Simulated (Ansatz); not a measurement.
# Ge wire along [110], 24 atoms a period, H-terminated: bands by functional and under strain, part 2 of 3

Aim: is the Ge wire along [110], 24 atoms a period, H-terminated a metal or a semiconductor?

Ansatz 0.2.0; DFT PBE, plane waves, PAW; relaxation of a wire's period; PAW set soft_1 (the session's first sound run).

So far. Step 2 (Relaxation of atoms and period): The cell's length comes to 4.103 Å with spin left out.

## 3. Bands of the perfect wire

This step: DFT PBE, plane waves, PAW; bands of a perfect wire; PAW set soft_1 (Ansatz 0.2.0).

At the relaxed period the bands are computed along the axis; those that cross an energy going forward count the channels that a perfect wire would open there.

Contents of input.yaml:

```yaml
crystal:
  lattice:
    - [21.561, 0.0, 0.0]
    - [0.0, 19.53, 0.0]
    - [0.0, 0.0, 4.1029753887]
  atoms:
    - { symbol: H, position: [0.160826092, 0.384056948, 0.0] }
    - { symbol: Ge, position: [0.203460657, 0.447969983, 0.0] }
    - { symbol: Ge, position: [0.400497559, 0.344451985, 0.0] }
    - { symbol: Ge, position: [0.39930148, 0.75798958, 0.0] }
    - { symbol: Ge, position: [0.467892766, 0.242162123, 0.0] }
    - { symbol: Ge, position: [0.466953311, 0.448096342, 0.0] }
    - { symbol: Ge, position: [0.664534372, 0.346380511, 0.0] }
    - { symbol: Ge, position: [0.664732655, 0.758359621, 0.0] }
    - { symbol: H, position: [0.706107195, 0.281059351, 0.0] }
    - { symbol: Ge, position: [0.732369691, 0.448261446, 0.0] }
    - { symbol: H, position: [0.226096178, 0.655926911, 0.202081453] }
    - { symbol: H, position: [0.773919259, 0.655926911, 0.297918547] }
    - { symbol: Ge, position: [0.2695288, 0.655928044, 0.5] }
    - { symbol: Ge, position: [0.267645746, 0.448261446, 0.5] }
    - { symbol: H, position: [0.293908242, 0.281059351, 0.5] }
    - { symbol: H, position: [0.293486324, 0.823352039, 0.5] }
    - { symbol: Ge, position: [0.335481065, 0.346380511, 0.5] }
    - { symbol: Ge, position: [0.334229569, 0.551717931, 0.5] }
    - { symbol: Ge, position: [0.335282782, 0.758359621, 0.5] }
    - { symbol: Ge, position: [0.532122671, 0.242162123, 0.5] }
    - { symbol: Ge, position: [0.533025643, 0.655718936, 0.5] }
    - { symbol: Ge, position: [0.533062126, 0.448096342, 0.5] }
    - { symbol: H, position: [0.55912352, 0.823077656, 0.5] }
    - { symbol: H, position: [0.574108603, 0.177254581, 0.5] }
    - { symbol: Ge, position: [0.599517878, 0.344451985, 0.5] }
    - { symbol: Ge, position: [0.599677196, 0.551862104, 0.5] }
    - { symbol: Ge, position: [0.600713957, 0.75798958, 0.5] }
    - { symbol: Ge, position: [0.79655478, 0.447969983, 0.5] }
    - { symbol: H, position: [0.839189345, 0.384056948, 0.5] }
    - { symbol: H, position: [0.839383835, 0.511717222, 0.5] }
    - { symbol: H, position: [0.773919259, 0.655926911, 0.702081453] }
    - { symbol: H, position: [0.226096178, 0.655926911, 0.797918547] }
    - { symbol: H, position: [0.160631602, 0.511717222, 0.0] }
    - { symbol: Ge, position: [0.400338241, 0.551862104, 0.0] }
    - { symbol: H, position: [0.425906834, 0.177254581, 0.0] }
    - { symbol: H, position: [0.440891917, 0.823077656, 0.0] }
    - { symbol: Ge, position: [0.466989794, 0.655718936, 0.0] }
    - { symbol: Ge, position: [0.665785868, 0.551717931, 0.0] }
    - { symbol: H, position: [0.706529113, 0.823352039, 0.0] }
    - { symbol: Ge, position: [0.730486637, 0.655928044, 0.0] }
kpoints:
  mp_grid: { grid: [1, 1, 20] }
  band_path: { path: ["Γ", Z], npoints: 90 }
scf:
  occupations: { method: fermi_dirac, width: 0.05 }
hamiltonian:
  xc: pbe
  pseudopotentials: { kind: paw, azcp: { folder: soft_1 } }
output:
  dos: { e_range: [-5, 4] }
  write_potential: true
  write_density: true
  volumetric_format: npy
```

Run with:

```
ansatz run input.yaml --threads 4 --pin off --max-ram 16384MiB --backend cpu --events-out ev --progress --plain --runs-dir out
```

Numbers of over 12 decimals in the logs are rounded to 6 here.

What it wrote:

```text
[...]
Crystal: 40 atoms, lattice volume = 1727.707 Å³
Basis set: ecut = 420 eV, 33797 PW (Γ)
Bands: 216, of which v1, the nominal top of the filled ones, is band 176 counted from 1 (175 counted from 0)
Symmetry: 4 space group operations
[...]
k-points: 11 of 20
[...]
SCF iter   1: F=—  HF=-103333.997096 eV  |F-HF|=—  |Δ(HF+E_count)|=         —  Δρ=3.35e-2  dr2=1.62e1  ethr=3.10e-3  ⟨swp⟩=6.2  Hψ=9087  notcnv=0  defer=130
[...]
SCF iter  12: F=-103329.821005 eV  HF=-103329.821005 eV  |F-HF|=7.35e-9  |Δ(HF+E_count)|=   6.58e-9  Δρ=1.24e-6  dr2=3.71e-8  ethr=2.84e-11  ⟨swp⟩=13.1  Hψ=9986  notcnv=0
SCF 1 converged in 12 iterations: F = -103329.821005 eV  dr2 = 3.71e-8
[...]
NSCF: frozen V_eff on 91 k-points
WARN: pass on a band path, mesh or list of k-points: the 91 k-points are solved 32 at a time at the most, because the 13.60 GiB of host memory that the pass is priced against does not hold them all with the solver's workspace as planned. The pass can take longer, above all where fewer k-points are solved at a time than the run has threads. As a rule a larger memory budget leaves room for more at once. The budget is what a run with no `--max-ram-frac` typed is planned for, 0.8 of the host's memory or its container's limit. More memory there lifts it, and so does a share over 0.88 that is typed (of such a share the budget is ten elevenths): [rest of the remark cut]
WARN: The output density's exchange-correlation potential varies sharply where the density is thin. Do not read a vacuum level from v_tot or v_xc, or from such a field of the output density. On a cell that repeats whose density bears no net charge and no dipole along the vacuum's axis use v_es (v_loc + v_h of the components); under efield.dipole_correction with no amplitude use v_es + v_field, which holds any externa [...]
SCF converged after 12 iterations
Free energy (F): -103329.821005 eV
[...]
Internal energy: -103329.821004 eV  (E = F + TS)
E sigma→0 (E₀):  -103329.821004 eV
Entropy (-TS):   -0.000001 eV (-0.000 meV/atom)
Fermi energy:    0.038017 eV
[...]
--- Band table (eV; the first three rows and the last of 11) ---
  k-point 0: bands = [... 172 lower, -1.1968, -1.1763, -0.8796, -0.5493, 0.6605, 0.6648, 0.8077, 0.9109, ... 36 higher]
  k-point 1: bands = [... 172 lower, -1.2938, -1.0579, -1.0152, -0.7892, 0.8567, 0.8647, 1.0420, 1.1020, ... 36 higher]
  k-point 2: bands = [... 172 lower, -1.3564, -1.2390, -1.1715, -0.9694, 1.2853, 1.2961, 1.4662, 1.5322, ... 36 higher]
  k-point 10: bands = [... 172 lower, -2.0121, -2.0121, -1.9637, -1.9637, 1.2980, 1.2980, 1.5257, 1.5257, ... 36 higher]
```

The job ended after 20 min (4 threads of Arm Neoverse V1, shared host; peak memory 11 GiB; 81 min of CPU time).

This step gave:

```yaml
band_gap: 1.210 eV
```

Electronic bands along the path, in eV, zero at the Fermi level; v1 is the highest filled band, c1 the lowest empty one:

| point | v4 | v3 | v2 | v1 | c1 | c2 | c3 | c4 |
| --- | --- | --- | --- | --- | --- | --- | --- | --- |
| Γ | -1.23 | -1.21 | -0.92 | -0.59 | 0.62 | 0.63 | 0.77 | 0.87 |
| halfway | -1.72 | -1.57 | -1.43 | -1.43 | 1.58 | 1.61 | 1.70 | 1.78 |
| Z | -2.05 | -2.05 | -2.00 | -2.00 | 1.26 | 1.26 | 1.49 | 1.49 |

The gap is 1.21 eV, with spin left out.

On this path the gap is direct, 1.21 eV, with the valence top at Γ and the conduction bottom at Γ.

## 4. Another level of theory, cutoff 500 eV, k-mesh 1×1×15

This step: DFT r2SCAN, plane waves, PAW; bands of a perfect wire at the PBE geometry; PAW set soft_1 (Ansatz 0.2.0).

The atoms stay at the PBE geometry and the functional changes. r2SCAN also reads the kinetic-energy density; it often gives larger moments and wider gaps than PBE, at a higher cost. Against the first PBE run of this kind, the cutoff is 500 eV against 420 and the mesh along the wire has 15 points against 20.

Changes to input.yaml since step 3:

```diff
@@ -47,3 +47,3 @@
 kpoints:
-  mp_grid: { grid: [1, 1, 20] }
+  mp_grid: { grid: [1, 1, 15] }
   band_path: { path: ["Γ", Z], npoints: 90 }
@@ -52,8 +52,3 @@
 hamiltonian:
-  xc: pbe
+  xc: r2scan
   pseudopotentials: { kind: paw, azcp: { folder: soft_1 } }
-output:
-  dos: { e_range: [-5, 4] }
-  write_potential: true
-  write_density: true
-  volumetric_format: npy
```

What it wrote:

```text
[...]
Crystal: 40 atoms, lattice volume = 1727.707 Å³
Basis set: ecut = 500 eV, 43999 PW (Γ), exchange–correlation on 640×576×120 points (64 copies of the dense FFT grid, shifted against one another)
Bands: 216, of which v1, the nominal top of the filled ones, is band 176 counted from 1 (175 counted from 0)
Symmetry: 4 space group operations
[...]
k-points: 8 of 15
[...]
SCF iter   1: F=—  HF=-103522.908702 eV  |F-HF|=—  |Δ(HF+E_count)|=         —  Δρ=3.29e-2  dr2=1.52e1  dr2_τ=1.30e-1  ethr=3.10e-3  ⟨swp⟩=6.5  Hψ=6788  notcnv=0  defer=69
[...]
SCF iter  12: F=-103520.900673 eV  HF=-103520.900673 eV  |F-HF|=2.87e-9  |Δ(HF+E_count)|=   3.67e-8  Δρ=7.79e-7  dr2=1.86e-8  dr2_τ=1.98e-10  ethr=2.84e-11  ⟨swp⟩=14.0  Hψ=7078  notcnv=0
SCF 1 converged in 12 iterations: F = -103520.900673 eV  dr2 = 1.86e-8
[...]
SCF converged after 12 iterations
Free energy (F): -103520.900673 eV
[...]
Internal energy: -103520.900673 eV  (E = F + TS)
E sigma→0 (E₀):  -103520.900673 eV
Entropy (-TS):   -0.000000 eV (-0.000 meV/atom)
Fermi energy:    -0.000633 eV
[...]
--- Band table (eV; the first three rows and the last of 8) ---
  k-point 0: bands = [... 172 lower, -1.4119, -1.3600, -1.0810, -0.7312, 0.7629, 0.7691, 0.9334, 1.0146, ... 36 higher]
  k-point 1: bands = [... 172 lower, -1.5220, -1.3573, -1.1796, -1.0993, 1.0907, 1.0982, 1.2764, 1.3411, ... 36 higher]
  k-point 2: bands = [... 172 lower, -1.6155, -1.5109, -1.4826, -1.1999, 1.7045, 1.7171, 1.8477, 1.9087, ... 36 higher]
  k-point 7: bands = [... 172 lower, -2.3011, -2.2788, -2.2289, -2.1214, 1.4255, 1.4274, 1.5627, 1.6834, ... 36 higher]
```

Wall time 29 min (4 threads); peak memory 11 GiB.

This step gave:

- band gap: 1.494 eV

Electronic bands along the path, in eV, zero at the Fermi level; v1 is the highest filled band, c1 the lowest empty one:

| point | v4 | v3 | v2 | v1 | c1 | c2 | c3 | c4 |
| --- | --- | --- | --- | --- | --- | --- | --- | --- |
| Γ | -1.41 | -1.36 | -1.08 | -0.73 | 0.76 | 0.77 | 0.93 | 1.02 |
| halfway | -1.91 | -1.76 | -1.62 | -1.62 | 1.75 | 1.79 | 1.83 | 1.92 |
| Z | -2.26 | -2.26 | -2.21 | -2.21 | 1.43 | 1.43 | 1.61 | 1.61 |

The gap is 1.49 eV, against 1.21 eV under PBE at the relaxed period.

## 5. Another level of theory, level HSE06, cutoff 420 eV

This step: DFT HSE06, plane waves, PAW; levels of a perfect wire at the PBE geometry; PAW set soft_1 (Ansatz 0.2.0).

The atoms stay at the PBE geometry and the functional changes. HSE06 mixes in a quarter of short-range exact exchange, which removes part of the self-interaction that closes gaps; it is dear, so the mesh is thinner and no path is run. Against the first PBE run of this kind, the mesh along the wire has 8 points against 20.

Changes to input.yaml since step 4:

```diff
@@ -47,4 +47,3 @@
 kpoints:
-  mp_grid: { grid: [1, 1, 15] }
-  band_path: { path: ["Γ", Z], npoints: 90 }
+  mp_grid: { grid: [1, 1, 8] }
 scf:
@@ -52,3 +51,3 @@
 hamiltonian:
-  xc: r2scan
+  xc: hse06
   pseudopotentials: { kind: paw, azcp: { folder: soft_1 } }
```

What it wrote:

```text
[...]
--- Band table (eV; the first three rows and the last of 5) ---
  k-point 0: bands = [... 172 lower, -1.5966, -1.5484, -1.2577, -0.8909, 0.9643, 0.9732]
  k-point 1: bands = [... 172 lower, -1.8059, -1.6827, -1.6664, -1.3715, 1.8624, 1.8718]
  k-point 2: bands = [... 172 lower, -2.1291, -1.9695, -1.8285, -1.8119, 1.9634, 2.0226]
  k-point 4: bands = [... 172 lower, -2.5025, -2.5025, -2.4438, -2.4438, 1.6456, 1.6456]
  guard bands above this table: 38 of the run's 216 bands. The solve was not asked for them (output.publish_guard_bands: true or output.eigenvalues: true publishes all)
[key lines of the parts left out:]
Free energy (F): -103351.506991 eV
Fermi energy:    0.020895 eV
```

It took 60 min on 4 threads; peak memory 8.7 GiB; 3.8 h of CPU time.

Numbers from this step:

* band gap: 1.855 eV

The gap is 1.86 eV, against 1.21 eV under PBE at the relaxed period.

[end of part 2 of 3]

[Logs are printed without paths, hosts, clocks, repeated set-up lines and the standing remarks that a program may print on its own settings, such as how far it seeks lower states.]

[Hosts, paths, dates, database ids (printed as entryN), source tags and the programs' standing remarks are cut or masked in the printed files.]
